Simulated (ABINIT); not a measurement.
# A GW chain in ABINIT: CsCaF3 (Pm-3m)

Aim: the G0W0 gap of CsCaF3 (Pm-3m) on LDA, step by step.

Main program and level: ABINIT 10.8.3; LDA and many-body steps on it, plane waves.

**1. Set-up**

Symmetry: Pm-3m, No. 221, cubic system. Conventional cell: a = 4.521 Å, b = 4.521 Å, c = 4.521 Å, α = 90.00°, β = 90.00°, γ = 90.00°. Nearest to Cs lie 12 F at 3.20 Å. Ca has 6 F at 2.26 Å nearest. F has 2 Ca at 2.26 Å and 4 Cs at 3.20 Å nearest. Farther neighbours and most contacts between anions are not listed.

The cell and positions are those that the Materials Project relaxed with its own functionals (PBE, PBE+U or r2SCAN), kept fixed. Spin-orbit coupling is left out unless a step names it.

**2. Ground state**

This step: ABINIT 10.8.3; DFT, LDA, plane waves, norm-conserving pseudopotentials.

The ground-state density comes first.

run.abi reads:

```
acell 3*1.0 Angstrom
rprim 
  4.520531030000 0.000000000000 0.000000000000
  0.000000000000 4.520531030000 0.000000000000
  0.000000000000 0.000000000000 4.520531030000
ntypat 3
znucl 55 20 9
natom 5
typat 1 2 3 3 3
xred 
  0.000000000000 0.000000000000 0.000000000000
  0.500000000000 0.500000000000 0.500000000000
  0.000000000000 0.500000000000 0.500000000000
  0.500000000000 0.000000000000 0.500000000000
  0.500000000000 0.500000000000 0.000000000000
pp_dirpath "pseudos"
pseudos "Cs.upf, Ca.upf, F.upf"
ecut 36
ngkpt 4 4 4
nshiftk 1
shiftk 0 0 0
kptopt 1
chksymbreak 0
nband 26
occopt 1
tolvrs 1e-10
nstep 60
prtwf 0
optforces 0
optstress 0
indata_prefix "in"
outdata_prefix "out"
tmpdata_prefix "tmp"
```

Run with:

```sh
$ OMP_NUM_THREADS=1 mpirun -n 4 abinit run.abi > log
```

Numbers of over 12 decimals in the logs are rounded to 6 here.

Output:

```text
.Version 10.8.3 of ABINIT. v10.8.2 released Aug 2026.

 Symmetries : space group Pm -3 m (#221); Bravais cP (primitive cubic)
================================================================================
 Values of the parameters that define the memory need of the present run
     intxc =       0    ionmov =       0      iscf =       7    lmnmax =       8
     lnmax =       8     mgfft =      48  mpssoang =       4    mqgrid =    3001
     natom =       5  nloc_mem =       1    nspden =       1   nspinor =       1
    nsppol =       1      nsym =      48    n1xccc =    2501    ntypat =       3
    occopt =       1   xclevel =       1
-    mband =          26        mffmem =           1         mkmem =           3
       mpw =        6479          nfft =      110592          nkpt =          10
================================================================================
  Rough estimation (10% accuracy) of disk space for files :
================================================================================

--------------------------------------------------------------------------------
------------- Echo of variables that govern the present computation ------------
--------------------------------------------------------------------------------
 -outvars: echo values of preprocessed input variables --------
            acell      1.8897261259E+00  1.8897261259E+00  1.8897261259E+00 Bohr

      chksymbreak           0
             ecut      3.60000000E+01 Hartree
-          fftalg         312

              ixc       -1012
              kpt      0.00000000E+00  0.00000000E+00  0.00000000E+00
                       2.50000000E-01  0.00000000E+00  0.00000000E+00
                       5.00000000E-01  0.00000000E+00  0.00000000E+00
                       2.50000000E-01  2.50000000E-01  0.00000000E+00
                       5.00000000E-01  2.50000000E-01  0.00000000E+00
                       5.00000000E-01  5.00000000E-01  0.00000000E+00
                       2.50000000E-01  2.50000000E-01  2.50000000E-01
                       5.00000000E-01  2.50000000E-01  2.50000000E-01
                       5.00000000E-01  5.00000000E-01  2.50000000E-01
                       5.00000000E-01  5.00000000E-01  5.00000000E-01
         kptrlatt        4    0    0      0    4    0      0    0    4
          kptrlen      3.41702624E+01
P           mkmem           3
            natom           5
            nband          26
            ngfft          48      48      48
             nkpt          10
            nstep          60
             nsym          48
           ntypat           3
              occ      2.000000  2.000000  2.000000  2.000000  2.000000  2.000000
                       2.000000  2.000000  2.000000  2.000000  2.000000  2.000000
                       2.000000  2.000000  2.000000  2.000000  2.000000  2.000000
                       2.000000  2.000000  0.000000  0.000000  0.000000  0.000000
                       0.000000  0.000000
        optforces           0
        optstress           0
            prtwf           0
            rprim      4.5205310300E+00  0.0000000000E+00  0.0000000000E+00
                       0.0000000000E+00  4.5205310300E+00  0.0000000000E+00
[...]
spgroup         221

           tolvrs      1.00000000E-10

             xred      0.0000000000E+00  0.0000000000E+00  0.0000000000E+00
[...]
znucl       55.00000   20.00000    9.00000

================================================================================

 chkinp: Checking input parameters for consistency.

================================================================================
== DATASET  1 ==================================================================
-   mpi_nproc: 4, omp_nthreads: 1 (-1 if OMP is not activated)

--- !DatasetInfo
iteration_state: {dtset: 1, }
dimensions: {natom: 5, nkpt: 10, mband: 26, nsppol: 1, nspinor: 1, nspden: 1, mpw: 6479, }
cutoff_energies: {ecut:  36.0, pawecutdg:  -1.0, }
electrons: {nelect:   4.00000000E+01, charge:   0.00000000E+00, occopt:   1.00000000E+00, tsmear:   1.00000000E-02, }

 Real(R)+Recip(G) space primitive vectors, cartesian coordinates (Bohr,Bohr^-1):
 R(1)=  8.5425656  0.0000000  0.0000000  G(1)=  0.1170609  0.0000000  0.0000000
 R(2)=  0.0000000  8.5425656  0.0000000  G(2)=  0.0000000  0.1170609  0.0000000
 R(3)=  0.0000000  0.0000000  8.5425656  G(3)=  0.0000000  0.0000000  0.1170609
 Unit cell volume ucvol=  6.2339737E+02 bohr^3
 Angles (23,13,12)=  9.00000000E+01  9.00000000E+01  9.00000000E+01 degrees

 getcut: wavevector=  0.0000  0.0000  0.0000  ngfft=  48  48  48
         ecut(hartree)=     36.000   => boxcut(ratio)=   2.08035

--- Pseudopotential description ------------------------------------------------
- Cs Generated using ONCVPSP code by D. R. Hamann
- 55.00000   9.00000  201201                  znucl, zion, pspdat
12 -1012 3 -1 2328                            pspcod,pspxc,lmax,lloc,mmax
     nproj     2     2     2     2
  pspatm : epsatm=   21.68725381
         --- l  ekb(1:nproj) -->
[...]
pspatm: atomic psp has been read  and splines computed

- Ca Generated using ONCVPSP code by D. R. Hamann
- 20.00000  10.00000  180309                  znucl, zion, pspdat
12 -1012 2 -1 1724                            pspcod,pspxc,lmax,lloc,mmax
     nproj     2     2     2     0
  pspatm : epsatm=   12.51424511
         --- l  ekb(1:nproj) -->
[...]
pspatm: atomic psp has been read  and splines computed

- F Generated using ONCVPSP code by D. R. Hamann
-  9.00000   7.00000  201202                  znucl, zion, pspdat
12 -1012 2 -1 824                             pspcod,pspxc,lmax,lloc,mmax
     nproj     2     2     1     0
  pspatm : epsatm=    4.94580260
         --- l  ekb(1:nproj) -->
[...]
2   -2.364936
 pspatm: atomic psp has been read  and splines computed

   1.96155627E+03                                ecore*ucvol(ha*bohr**3)
--------------------------------------------------------------------------------

_setup2: Arith. and geom. avg. npw (full set) are    6430.953    6430.915

================================================================================

--- !BeginCycle
iteration_state: {dtset: 1, }
solver: {iscf: 7, nstep: 60, nline: 4, wfoptalg: 0, }
tolerances: {tolvrs: 1.00E-10, }

     iter   Etot(hartree)      deltaE(h)  residm     vres2
 ETOT  1  -135.95330866426    -1.360E+02 8.908E-02 7.307E+02
 ETOT  2  -136.00650378958    -5.320E-02 8.416E-03 4.922E+02
 ETOT  3  -136.22448412609    -2.180E-01 1.225E-02 5.701E+01
 ETOT  4  -136.23471233997    -1.023E-02 2.029E-02 1.064E+00
 ETOT  5  -136.23476964009    -5.730E-05 5.102E-03 3.355E-01
 ETOT  6  -136.23485749867    -8.786E-05 9.873E-04 2.306E-03
 ETOT  7  -136.23485779747    -2.988E-07 6.610E-04 6.688E-05
 ETOT  8  -136.23485780299    -5.519E-09 2.100E-04 1.772E-05
 ETOT  9  -136.23485780815    -5.165E-09 2.684E-04 4.670E-08
 ETOT 10  -136.23485780818    -3.013E-11 8.181E-05 2.974E-09
 ETOT 11  -136.23485780819    -4.547E-12 1.018E-04 3.128E-10
 ETOT 12  -136.23485780818     4.434E-12 3.023E-05 7.030E-12

 At SCF step   12       vres2   =  7.03E-12 < tolvrs=  1.00E-10 =>converged.

--- !ResultsGS
iteration_state: {dtset: 1, }
comment   : Summary of ground state results
lattice_vectors:
- [  8.5425656,   0.0000000,   0.0000000, ]
- [  0.0000000,   8.5425656,   0.0000000, ]
- [  0.0000000,   0.0000000,   8.5425656, ]
lattice_lengths: [   8.54257,    8.54257,    8.54257, ]
lattice_angles: [ 90.000,  90.000,  90.000, ] # degrees, (23, 13, 12)
lattice_volume:   6.2339737E+02
convergence: {deltae:  4.434E-12, res2:  7.030E-12, residm:  3.023E-05, diffor:  0.000E+00, }
etotal    :  -1.36234858E+02
entropy   :   0.00000000E+00
fermie    :   5.59362094E-03
cartesian_stress_tensor: null
pressure_GPa: null
xred      :
- [  0.0000E+00,   0.0000E+00,   0.0000E+00, Cs]
- [  5.0000E-01,   5.0000E-01,   5.0000E-01, Ca]
- [  0.0000E+00,   5.0000E-01,   5.0000E-01,  F]
- [  5.0000E-01,   0.0000E+00,   5.0000E-01,  F]
- [  5.0000E-01,   5.0000E-01,   0.0000E+00,  F]
cartesian_forces: null
force_length_stats: {min: null, max: null, mean: null, }

 Integrated electronic density in atomic spheres:
 ------------------------------------------------
 Atom  Sphere_radius  Integrated_density
[...]
================================================================================

 ----iterations are completed or convergence reached----

 Mean square residual over all n,k,spin=   25.795E-08; max=  30.230E-06
 reduced coordinates (array xred) for    5 atoms
       0.000000000000      0.000000000000      0.000000000000
       0.500000000000      0.500000000000      0.500000000000
       0.000000000000      0.500000000000      0.500000000000
       0.500000000000      0.000000000000      0.500000000000
       0.500000000000      0.500000000000      0.000000000000
 rms dE/dt=  0.0000E+00; max dE/dt=  0.0000E+00; dE/dt below (all hartree)
    1       0.000000000000      0.000000000000      0.000000000000
    2       0.000000000000      0.000000000000      0.000000000000
    3       0.000000000000      0.000000000000      0.000000000000
    4       0.000000000000      0.000000000000      0.000000000000
    5       0.000000000000      0.000000000000      0.000000000000

 cartesian coordinates (angstrom) at end:
    1      0.000000     0.000000     0.000000
    2      2.260266     2.260266     2.260266
    3      0.000000     2.260266     2.260266
    4      2.260266     0.000000     2.260266
    5      2.260266     2.260266     0.000000
 length scales=  1.889726125908  1.889726125908  1.889726125908 bohr
              =  1.000000000000  1.000000000000  1.000000000000 angstroms
 prteigrs : about to open file out_EIG
 Fermi (or HOMO) energy (hartree) =   0.00559   Average Vxc (hartree)=  -0.36151
 Eigenvalues (hartree) for nkpt=  10  k points:
 kpt#   1, nband= 26, wtk=  0.01563, kpt=  0.0000  0.0000  0.0000 (reduced coord)
  -1.28650   -0.68540   -0.67683   -0.67683   -0.62360   -0.60215   -0.60215   -0.60215
  -0.14559   -0.14559   -0.14559   -0.01742   -0.01742   -0.01742   -0.00881   -0.00881
  -0.00881    0.00471    0.00471    0.00471    0.25697    0.30065    0.30065    0.31440
   0.31440    0.31440
 prteigrs : prtvol=0 or 1, do not print more k-points.

--- !EnergyTerms
iteration_state     : {dtset: 1, }
comment             : Components of total free energy in Hartree
kinetic             :  6.68598626341181E+01
hartree             :  3.81939831677275E+01
xc                  : -3.04547636212750E+01
Ewald energy        : -8.81894361365023E+01
psp_core            :  3.14655845796115E+00
local_psp           : -1.24217839470682E+02
non_local_psp       : -1.57322283952803E+00
total_energy        : -1.36234857808181E+02
total_energy_eV     : -3.70713933598470E+03
band_energy         : -1.26874457832715E+01

== END DATASET(S) ==============================================================
================================================================================

 -outvars: echo values of variables after computation  --------
           etotal     -1.3623485781E+02
            nband          26
             nkpt          10
          spgroup         221
 [... the other variables as echoed above ...]

 Calculation completed.
```

Elapsed: 74 s, on 4 MPI ranks of AMD EPYC 7571, shared host; peak memory 0.39 GiB.

Numbers from this step:

| Item | Value |
| --- | --- |
| total energy | -3707.1393 eV |
| gap | 6.840 eV |
| k of the valence top | 0.5, 0.5, 0.5 |
| k of the conduction bottom | 0, 0, 0 |
| least direct gap | 6.864 eV |

The gap is indirect, with the least direct gap 0.02 eV higher.

[end of part 1 of 3]

[Paths, hosts, dates, memory and timing lines, banners, echoed tables and standing remarks are left out of the program output.]

[Logs are printed without paths, hosts, clocks, repeated set-up lines and the standing remarks that a program may print on its own settings, such as how far it seeks lower states.]

[Runs of the session that timed out or met a known fault of the program may be left out.]

[Hosts, paths, dates, database ids (printed as entryN), source tags and the programs' standing remarks are cut or masked in the printed files.]

[G0W0 gaps are taken among the corrected bands and points alone; a level outside them can change the order at an edge.]

[Where Ansatz stands beside ABINIT at settings called matched, ABINIT's density can come from a denser mesh and the files from another edition; pairs whose starting gaps differed by over 0.03 eV were left out, so agreement reads better than it is.]
